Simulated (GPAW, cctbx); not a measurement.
# By hand: from a DFT structure factor to an extinction distance in TlCu4S2O2

TlCu4S2O2, P-3m1 (no. 164), a = 3.5851 Å, b = 3.5851 Å, c = 12.4641 Å, α = 90.00°, β = 90.00°, γ = 120.00°.

| atom | mult. | x | y | z |
| --- | --- | --- | --- | --- |
| Tl1 | 1 | 0 | 0 | 1/2 |
| Cu1 | 2 | 2/3 | 1/3 | 0.3223 |
| Cu2 | 2 | 1/3 | 2/3 | 0.1582 |
| S1 | 2 | 0 | 0 | 0.0839 |
| O1 | 2 | 1/3 | 2/3 | 0.3197 |

The cell comes from substitution in a known structure type and wasn't matched to any measured phase.

A DFT run (GPAW, PBE, 550 eV, 6×6×2 k-points (along the axes of the calculation cell), Fermi–Dirac width 0.05 eV) gives the static X-ray structure factor of 004 as 11.176 e for the conventional cell; superposed free atoms give 11.627 e. **Problem.** Find the Fourier component V of the crystal potential and the two-beam extinction distance at 300 kV in both cases.

## 1. Geometry

The cell volume is Ω = 138.74 Å³ and d(004) = 3.1160 Å, so g = 1/d = 0.3209 Å⁻¹.

## 2. The nuclei

Electrons feel nuclei as well as electrons, so the nuclear charges are summed with the same phases.

Phase sums Σ exp(2πi h·x), turned so that the total is real and positive: Tl +1.000, Cu -1.832, S -1.026, O -0.360. Then F_Z = 81 × (+1.000) + 29 × (-1.832) + 16 × (-1.026) + 8 × (-0.360) = 8.58 e. The electron term has the same sign for this reflection.

## 3. Mott–Bethe

Poisson's equation, term by term, gives V = (e/4πε₀)(F_Z − F)/(πΩg²), with e/4πε₀ = 14.3996 V Å.

The prefactor is 14.3996 × 3.1160²/(π × 138.74) = 0.32077 V per electron. Free atoms: (8.58 − 11.627) × 0.32077 = -0.977 V. Crystal: (8.58 − 11.176) × 0.32077 = -0.833 V. F changes by -3.88 % and V by -14.8 %: the same 0.45 e is measured against F_Z − F = -3.0 e in place of F = 11.6 e.

## 4. Extinction distance

In the two-beam case ξ = 1/(λU) with U = 2γm₀eV/h², that is ξ = 150.41 V Å²/(γλV).

At 300 kV, λ = 0.01969 Å and γ = 1.5871. Free atoms: ξ = 4926 Å. Crystal: ξ = 5781 Å. The thickness fringes go as sin²(πt/ξ), so the two patterns slip by a quarter of a period when t|1/ξ₁ − 1/ξ₀| = 1/4, at t ≈ 832 nm, thicker than usual samples. Thermal motion, absorption and many-beam coupling, left out here, change a real pattern.

## 5. Answer

V(004) is -0.83 V against -0.98 V, and ξ is 5781 against 4926 Å. Limits: static atoms, two beams; no Hubbard U on Cu.
